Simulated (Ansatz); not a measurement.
## How many bands does the GW gap of BaTiO3 (Pm-3m) need?

Wanted: a G0W0 gap for BaTiO3 (Pm-3m) that is converged in bands and cutoff, or an estimate of the limit.

Main program and level: Ansatz 0.2.0; G0W0 on PBE, plane waves, PAW.

### 1. The starting structure

Symmetry: Pm-3m, No. 221, cubic system. The conventional cell has a = 4.006 Å, b = 4.006 Å, c = 4.006 Å, α = 90.00°, β = 90.00°, γ = 90.00°. Ba has 12 O at 2.83 Å nearest. Nearest to Ti lie 6 O at 2.00 Å. Nearest to O lie 2 Ti at 2.00 Å and 4 Ba at 2.83 Å. Farther neighbours and most contacts between anions are not listed.

The cell and positions come from the Crystallography Open Database and are kept as given unless a step says otherwise. Spin-orbit coupling is left out unless a step names it.

### 2. 168 empty bands, screening to 110 eV

G0W0 replaces the xc potential by the self-energy, built once from these orbitals. Only a window of levels is corrected, while the sums run over the empty bands that the input names. This step takes hard PAW files.

File input.yaml:

```yaml
crystal:
  lattice:
    - [4.006, 0.0, 0.0]
    - [0.0, 4.006, 0.0]
    - [0.0, 0.0, 4.006]
  atoms:
    - { symbol: Ba, position: [0.5, 0.5, 0.5] }
    - { symbol: Ti, position: [0.0, 0.0, 0.0] }
    - { symbol: O, position: [0.5, 0.0, 0.0] }
    - { symbol: O, position: [0.0, 0.5, 0.0] }
    - { symbol: O, position: [0.0, 0.0, 0.5] }
kpoints:
  mp_grid: { grid: [6, 6, 6] }
hamiltonian:
  xc: pbe
  pseudopotentials: { kind: paw, source: ansatz }
scf:
  occupations: { method: fixed }
gw:
  n_empty_bands: 168
  ecut_chi: 110.0
  qp_bands: [v2, c2]
  qp_kpoints: band_edges
  screening: { model: contour_deformation }
```

Command:

```
$ ansatz run input.yaml --threads 4 --pin off --max-ram 138240MiB --backend cuda --events-out ev --progress --plain --runs-dir out --devices 1 --max-vram 26GiB
```

Numbers of over 12 decimals in the logs are rounded to 6 here.

The program printed:

```text
GPUs: using 1 of 1 available (devices: 1).
Engine: ansatz 0.2.0, x86_64-unknown-linux-gnu
Pseudopotentials: kind: paw
Pseudopotential: Ba, paw, valence charge 10, recommended cutoff 300 eV (normal), Ba.paw.azcp
Pseudopotential: Ti, paw, valence charge 12, recommended cutoff 740 eV (normal), Ti.paw.azcp
Pseudopotential: O, paw, valence charge 6, recommended cutoff 930 eV (normal), O.paw.azcp
Functional definition: PBE
  parameter kappa = 0.804
  parameter beta = 0.066725
  exchange = pbe_x(kappa = kappa, mu = beta*pi^2/3)
  correlation = pbe_c(beta = beta)
device memory: the entry about to start is reckoned to put 1.6 GiB on a device that reports 78.5 GiB free (of which the cap on the GPU budget leaves the run 26.0 GiB)
GPU FFT provider: cuFFT
GPU libraries: cuBLAS 13.8.2, cuFFT 12.4.0, cuSOLVER 12.3.4
Crystal: 5 atoms, lattice volume = 64.288 Å³
Basis set: ecut = 930 eV, 4139 PW (Γ)
Bands: 25, of which v1, the nominal top of the filled ones, is band 20 counted from 1 (19 counted from 0)
Symmetry: 48 space group operations
Space group: Pm-3m (ITA 221), of the structure as read, at distance tolerance 4.0e-5 Å
k-points: 20 of 216
Non-local potential: Ba, projectors of the file, l = 0: 3, l = 1: 2, l = 2: 2, l = 3: 2
Non-local potential: Ti, projectors of the file, l = 0: 2, l = 1: 2, l = 2: 2, l = 3: 1
Non-local potential: O, projectors of the file, l = 0: 2, l = 1: 2, l = 2: 1
PAW form: soft (Blöchl's): semilocal exchange-correlation on the pseudo side does not see the compensation charge
PAW one-centre angular grid: Ba, 194 points (default); XC on 64 Gauss nodes
PAW one-centre angular grid: Ti, 590 points (default); XC on 64 Gauss nodes
PAW one-centre angular grid: O, 110 points (default); XC on 64 Gauss nodes
Initial density: superposition of atomic densities (chi_scale 0.1, normalization cell, long waves kept (reshape's long-wave potential 0.00 eV rms))
Initial wavefunctions: pseudopotential atomic-orbital guess
GPU buffer pool allocated for 91125 grid points (all kernels)
GPU transforms: local potential and band sums: pruned to the plane-wave sphere, on 45×45×45
Functional: x = pbe(κ = 0.804, μ = 0.219515), c = pbe(β = 0.066725)
SCF iter   1: F=—  HF=-10146.766987 eV  |F-HF|=—  |Δ(HF+E_count)|=         —  Δρ=9.44e-2  dr2=7.78e0  ethr=3.10e-3  ⟨swp⟩=4.1  Hψ=1984  notcnv=0  defer=24
preconditioner: auto → Resta (q_TF=auto, 2.521 Å⁻¹)  ε∞=4.6  [insulator: Δε(μ)=4.117 eV  Ē_g=13.901 eV  n_scr=18 (ndim 8)  ℏωp=26.2 eV  f_vac=0.002  ε∞_Penn≈4.6]
SCF iter   2: F=—  HF=-10144.843937 eV  |F-HF|=—  |Δ(HF+E_count)|=    1.92e0  Δρ=5.43e-2  dr2=1.07e0  ethr=3.10e-3  ⟨swp⟩=3.5  Hψ=1211  notcnv=0  defer=42
SCF iter   3: F=—  HF=-10144.632865 eV  |F-HF|=—  |Δ(HF+E_count)|=   2.11e-1  Δρ=2.20e-2  dr2=3.36e-1  ethr=2.66e-3  ⟨swp⟩=2.0  Hψ=870  notcnv=0  defer=40
SCF iter   4: F=—  HF=-10144.580012 eV  |F-HF|=—  |Δ(HF+E_count)|=   5.29e-2  Δρ=1.00e-2  dr2=5.32e-2  ethr=8.40e-4  ⟨swp⟩=2.5  Hψ=726  notcnv=0  defer=51
SCF iter   5: F=—  HF=-10144.579018 eV  |F-HF|=—  |Δ(HF+E_count)|=   9.95e-4  Δρ=5.99e-3  dr2=3.13e-2  ethr=1.33e-4  ⟨swp⟩=3.0  Hψ=1166  notcnv=0  defer=52
SCF iter   6: F=—  HF=-10144.574424 eV  |F-HF|=—  |Δ(HF+E_count)|=   4.59e-3  Δρ=1.77e-3  dr2=2.52e-3  ethr=7.82e-5  ⟨swp⟩=2.0  Hψ=687  notcnv=0  defer=50
SCF iter   7: F=—  HF=-10144.574145 eV  |F-HF|=—  |Δ(HF+E_count)|=   2.79e-4  Δρ=3.02e-4  dr2=4.70e-5  ethr=6.30e-6  ⟨swp⟩=2.1  Hψ=707  notcnv=0  defer=55
SCF iter   8: F=—  HF=-10144.574164 eV  |F-HF|=—  |Δ(HF+E_count)|=   1.81e-5  Δρ=2.42e-4  dr2=4.71e-5  ethr=1.17e-7  ⟨swp⟩=2.8  Hψ=850  notcnv=0  defer=24
SCF iter   9: F=—  HF=-10144.574157 eV  |F-HF|=—  |Δ(HF+E_count)|=   6.95e-6  Δρ=3.52e-5  dr2=9.79e-7  ethr=1.17e-7  ⟨swp⟩=1.9  Hψ=530  notcnv=0  defer=24
SCF iter  10: F=-10144.574156 eV  HF=-10144.574156 eV  |F-HF|=4.92e-9  |Δ(HF+E_count)|=   1.32e-7  Δρ=3.21e-6  dr2=6.90e-9  ethr=2.50e-10  ⟨swp⟩=8.7  Hψ=2329  notcnv=0
SCF 1 converged in 10 iterations: F = -10144.574156 eV  dr2 = 6.90e-9
  greatest PAW one-centre occupation: 0.931 electrons in one spin orbital (limit 2), on the Ti atom at site 1 (counted from 0), in its partial waves of l = 0
device memory: the entry about to start is reckoned to put 1.6 GiB (of the 1.7 GiB reckoned in all, the device holds 0.2 GiB already) on a device that reports 78.3 GiB free (of which the cap on the GPU budget leaves the run 25.8 GiB)
NSCF: frozen V_eff on 20 k-points, pencils in batches of 32, up to order 100
the band table was solved once the SCF had ended and its energy, with any forces and stress, was formed, with the checks that follow a solve (2278 applications of the Hamiltonian). They found nothing against the state; the energy, forces and stress were not computed again (output.eigenvalues in the input reference)
device memory: the entry about to start is reckoned to put 5.6 GiB on a device that reports 77.9 GiB free (of which the cap on the GPU budget leaves the run 26.0 GiB)
NSCF: frozen V_eff on 20 k-points
G₀W₀ screening: q 1/20
[... further progress lines ...]
SCF converged after 10 iterations
Free energy (F): -10144.574156 eV
Harris-Foulkes:  -10144.574156 eV  (|F-HF|=4.92e-9)
Internal energy: -10144.574156 eV  (E = F + TS)
E sigma→0 (E₀):  -10144.574156 eV
Fermi energy:    10.289876 eV
--- Per-component energies (eV) ---
  E_band       = -140.940641
  E_kinetic    = 1424.987133
  E_local      = -2995.137369  (includes V_loc(G=0)·N_el)
  E_nonlocal   = 645.061275
  E_hartree    = 833.761751
  E_xc         = -826.965690
  E_vxc        = -782.180196  (∫ρ·V_xc dr)
  E_paw        = -6407.875043  (= ΣΔE_a)
  E_vpaw       = -101.191692  (= ΣTr[D̂ρ^β])
  E_aug_tail   = -0.000010  (compensation charges beyond the density's cutoff)
  E_ewald      = -2818.406203
  E_smearing   = -0.000000  (= −TS)
  E_closure    = -0.000000  (closes the sum)
  Σ components = -10144.574156   (vs F -10144.574156, Δ=0.00e0)
--- Band table (eV; the first three rows and the last of 20) ---
  k-point 0: bands = [... 16 lower, 9.1836, 10.1787, 10.1787, 10.1787, 12.0878, 12.0878, 12.0878, 14.2341, ... 1 higher]
  k-point 1: bands = [... 16 lower, 8.9713, 9.5569, 9.9960, 9.9960, 12.1187, 12.5986, 12.5986, 14.2355, ... 1 higher]
  k-point 2: bands = [... 16 lower, 8.6007, 8.7182, 9.7279, 9.7279, 12.1823, 13.4292, 13.4292, 14.2379, ... 1 higher]
  k-point 19: bands = [... 16 lower, 7.9478, 10.2899, 10.2899, 10.2899, 14.4801, 14.4801, 14.4801, 17.1143, ... 1 higher]
--- G₀W₀: contour deformation, 7 samples at zero and on the imaginary axis and 2 off it, 216 q-points, 168 empty bands' worth ---
  eigenvalues of the whole cell's RPA ε∞ on this k-mesh (on a slab, of 1 + 4πα/V) = 6.5103, 6.5103, 6.5103; static W/v taken at q = 0 is 0.153604
  bands read: the sum over 188 bands ends inside a degenerate multiplet in 2 slots, whose members it reads at an even weight; the widest, k=0: bands 188 to 189 (counted from 1) at 1/2 each
  gw.qp_kpoints: band_edges: 15 of 20 stored k-points solved, in 1 pass; an edge of the gap read off the rows below is read off those points alone
    valence top: of the k-points left out ik 10 came nearest to being solved in a further pass, in band 19 (counted from 1, as in the quasiparticle table): it holds the edge there only if its correction is more favourable than any solved in that band by at least 0.567 eV; those differ by 0.113 eV
    conduction bottom: of the k-points left out ik 5 came nearest to being solved in a further pass, in band 21 (counted from 1, as in the quasiparticle table): it holds the edge there only if its correction is more favourable than any solved in that band by at least 0.567 eV; those differ by 0.063 eV
    ik  band        ε_KS         Σx   Σc(E_QP)       V_xc       Z   E_QP_lin       E_QP  E_QP is
     0    19     10.1787   -25.9642     4.5122   -21.2687  0.7222     9.9947     9.9953  root
     0    20     10.1787   -25.9642     4.5122   -21.2687  0.7222     9.9947     9.9953  root
     0    21     12.0878   -12.6622    -6.4010   -20.2579  0.7302    13.3146    13.2826  root
     0    22     12.0878   -12.6622    -6.4010   -20.2579  0.7302    13.3146    13.2826  root
     1    19      9.9960   -25.6877     4.4175   -21.0862  0.7207     9.8112     9.8119  root
     1    20      9.9960   -25.6877     4.4175   -21.0862  0.7207     9.8112     9.8119  root
     1    21     12.1187   -12.7222    -6.4474   -20.3750  0.7288    13.3570    13.3241  root
     1    22     12.5986   -13.6540    -6.2406   -21.0887  0.7181    13.8284    13.7927  root
     2    19      9.7279   -25.6404     4.5558   -20.8672  0.7181     9.5094     9.5105  root
     2    20      9.7279   -25.6404     4.5558   -20.8672  0.7181     9.5094     9.5105  root
     2    21     12.1823   -12.8517    -6.5454   -20.6246  0.7260    13.4449    13.4097  root
     2    22     13.4292   -14.4937    -6.6606   -22.3909  0.6947    14.7164    14.6658  root
     3    19      9.6150   -25.6774     4.6498   -20.7915  0.7172     9.3777     9.3790  root
     3    20      9.6150   -25.6774     4.6498   -20.7915  0.7172     9.3777     9.3790  root
     3    21     12.2151   -12.9215    -6.5974   -20.7578  0.7245    13.4904    13.4540  root
     3    22     13.8036   -14.7819    -6.9823   -23.0177  0.6819    15.1176    15.0571  root
     4    19      9.7649   -25.2503     4.2151   -20.8588  0.7196     9.5879     9.5886  root
     4    20      9.8528   -25.5182     4.5268   -20.7954  0.7136     9.6560     9.6568  root
     4    21     12.5599   -13.4991    -6.3126   -21.0121  0.7193    13.7962    13.7603  root
     4    22     12.6744   -13.8146    -6.2935   -21.3138  0.7150    13.9180    13.8802  root
     7    19      9.3665   -24.9056     4.8081   -19.8130  0.7034     9.0797     9.0820  root
     7    20      9.9880   -25.5030     4.8234   -20.4486  0.7092     9.7557     9.7570  root
     7    21     13.4065   -14.3446    -6.7718   -22.3625  0.6952    14.7038    14.6526  root
     7    22     13.4993   -14.5780    -6.7909   -22.6178  0.6912    14.8016    14.7483  root
[...]
18    19     10.0167   -25.4350     4.8634   -20.3481  0.7083     9.7921     9.7933  root
    18    20     10.2773   -25.8080     4.8744   -20.7398  0.7104    10.0826    10.0834  root
    18    21     14.2915   -14.6732    -7.5156   -23.4372  0.6668    15.6116    15.5400  root
    18    22     14.2915   -14.6732    -7.5156   -23.4372  0.6668    15.6116    15.5400  root
    19    19     10.2899   -25.8376     4.8728   -20.7754  0.7105    10.0996    10.1004  root
    19    20     10.2899   -25.8376     4.8728   -20.7754  0.7105    10.0996    10.1004  root
    19    21     14.4801   -14.6921    -7.7563   -23.6971  0.6595    15.8064    15.7287  root
    19    22     14.4801   -14.6921    -7.7563   -23.6971  0.6595    15.8064    15.7287  root
```

The job ended after 40 s (1 × NVIDIA H100 80GB HBM3 (shared by 3 runs) with 4 threads of AMD EPYC 7R13 (Zen 3), shared host; peak memory 1.5 GiB; 37 s of CPU time).

Reading the cycles: dr2 is the Hartree energy of the density residual (eV), the measure of convergence; HF is the Harris–Foulkes estimate of the energy, which meets the free energy F at convergence.

This step gave:

```yaml
bands_summed: 188
rpa_eps_infinity_on_this_mesh_eigenvalues: 6.510, 6.510, 6.510
plane_waves_in_the_screening_matrix: 171
q_points_in_the_mesh: 216
g0w0_gap_on_the_mesh: 3.182 eV
k_of_the_valence_top: -0.5, -0.5, -0.5
k_of_the_conduction_bottom: 0, 0, 0
starting_gap_on_the_mesh: 1.798 eV
z_at_the_valence_top: 0.7105
z_at_the_conduction_bottom: 0.7302
least_direct_g0w0_gap_on_the_computed_points: 3.287 eV
```

The gap on the mesh goes from 1.80 eV to 3.18 eV, a correction of +1.38 eV. Between the two edge states, bare exchange in place of the xc potential would open the gap by 12.66 eV, and correlation takes back 11.27 eV.

### 3. 382 empty bands, screening to 190 eV

Bands and screening cutoff are moved together, since each hides the error of the other.

Edit input.yaml of step 2 so:

```diff
@@ -19,4 +19,4 @@
 gw:
-  n_empty_bands: 168
-  ecut_chi: 110.0
+  n_empty_bands: 382
+  ecut_chi: 190.0
   qp_bands: [v2, c2]
```

The program printed:

```text
GPUs: using 1 of 1 available (devices: 1).
[...]
GPU FFT provider: cuFFT
GPU libraries: cuBLAS 13.8.2, cuFFT 12.4.0, cuSOLVER 12.3.4
Crystal: 5 atoms, lattice volume = 64.288 Å³
Basis set: ecut = 930 eV, 4139 PW (Γ)
Bands: 25, of which v1, the nominal top of the filled ones, is band 20 counted from 1 (19 counted from 0)
Symmetry: 48 space group operations
[...]
k-points: 20 of 216
[...]
GPU buffer pool allocated for 91125 grid points (all kernels)
[...]
SCF iter   1: F=—  HF=-10146.766987 eV  |F-HF|=—  |Δ(HF+E_count)|=         —  Δρ=9.44e-2  dr2=7.78e0  ethr=3.10e-3  ⟨swp⟩=4.1  Hψ=1984  notcnv=0  defer=24
[...]
SCF iter  10: F=-10144.574156 eV  HF=-10144.574156 eV  |F-HF|=4.92e-9  |Δ(HF+E_count)|=   1.32e-7  Δρ=3.21e-6  dr2=6.90e-9  ethr=2.50e-10  ⟨swp⟩=8.7  Hψ=2329  notcnv=0
SCF 1 converged in 10 iterations: F = -10144.574156 eV  dr2 = 6.90e-9
[...]
NSCF: frozen V_eff on 20 k-points, pencils in batches of 32, up to order 100
[...]
NSCF: frozen V_eff on 20 k-points
G₀W₀ screening: q 1/20
[... further progress lines ...]
SCF converged after 10 iterations
Free energy (F): -10144.574156 eV
[...]
Internal energy: -10144.574156 eV  (E = F + TS)
E sigma→0 (E₀):  -10144.574156 eV
Fermi energy:    10.289876 eV
[...]
--- Band table (eV; the first three rows and the last of 20) ---
  k-point 0: bands = [... 16 lower, 9.1836, 10.1787, 10.1787, 10.1787, 12.0878, 12.0878, 12.0878, 14.2341, ... 1 higher]
  k-point 1: bands = [... 16 lower, 8.9713, 9.5569, 9.9960, 9.9960, 12.1187, 12.5986, 12.5986, 14.2355, ... 1 higher]
  k-point 2: bands = [... 16 lower, 8.6007, 8.7182, 9.7279, 9.7279, 12.1823, 13.4292, 13.4292, 14.2379, ... 1 higher]
  k-point 19: bands = [... 16 lower, 7.9478, 10.2899, 10.2899, 10.2899, 14.4801, 14.4801, 14.4801, 17.1143, ... 1 higher]
[...]
0    19     10.1787   -25.9642     4.2073   -21.2687  0.7170     9.6854     9.6905  root
     0    20     10.1787   -25.9642     4.2073   -21.2687  0.7170     9.6854     9.6905  root
     0    21     12.0878   -12.6622    -6.6543   -20.2579  0.7268    13.0483    13.0293  root
     0    22     12.0878   -12.6622    -6.6543   -20.2579  0.7268    13.0483    13.0293  root
     1    19      9.9960   -25.6877     4.1188   -21.0862  0.7156     9.5081     9.5132  root
     1    20      9.9960   -25.6877     4.1188   -21.0862  0.7156     9.5081     9.5132  root
     1    21     12.1187   -12.7222    -6.7021   -20.3750  0.7254    13.0890    13.0694  root
     1    22     12.5986   -13.6540    -6.5094   -21.0887  0.7143    13.5441    13.5239  root
[...]
19    19     10.2899   -25.8376     4.5878   -20.7754  0.7050     9.8101     9.8155  root
    19    20     10.2899   -25.8376     4.5878   -20.7754  0.7050     9.8101     9.8155  root
    19    21     14.4801   -14.6921    -8.0459   -23.6971  0.6542    15.4823    15.4391  root
    19    22     14.4801   -14.6921    -8.0459   -23.6971  0.6542    15.4823    15.4391  root
```

Run time: 63 s. Hardware: 1 × NVIDIA H100 80GB HBM3 (shared by 3 runs) with 4 threads; peak memory 2.3 GiB.

Numbers from this step:

```yaml
bands_summed: 402
rpa_eps_infinity_on_this_mesh_eigenvalues: 6.488, 6.488, 6.488
plane_waves_in_the_screening_matrix: 389
q_points_in_the_mesh: 216
g0w0_gap_on_the_mesh: 3.214 eV
k_of_the_valence_top: -0.5, -0.5, -0.5
k_of_the_conduction_bottom: 0, 0, 0
starting_gap_on_the_mesh: 1.798 eV
z_at_the_valence_top: 0.7050
z_at_the_conduction_bottom: 0.7268
least_direct_g0w0_gap_on_the_computed_points: 3.339 eV
```

Against the run with 6×6×6 mesh, 168 empty bands, screening to 110 eV, hard PAW files, the gap moves by +0.03 eV.

(Part 1 of 2 ends here.)

[Paths, hosts, dates, memory and timing lines, banners, echoed tables and standing remarks are left out of the program output.]

[Logs are printed without paths, hosts, clocks, repeated set-up lines and the standing remarks that a program may print on its own settings, such as how far it seeks lower states.]

[Runs of the session that timed out or met a known fault of the program may be left out.]

[Cells called generated may have been cut or substituted from an entry of the Crystallography Open Database or the Materials Project.]

[Hosts, paths, dates, database ids (printed as entryN), source tags and the programs' standing remarks are cut or masked in the printed files.]
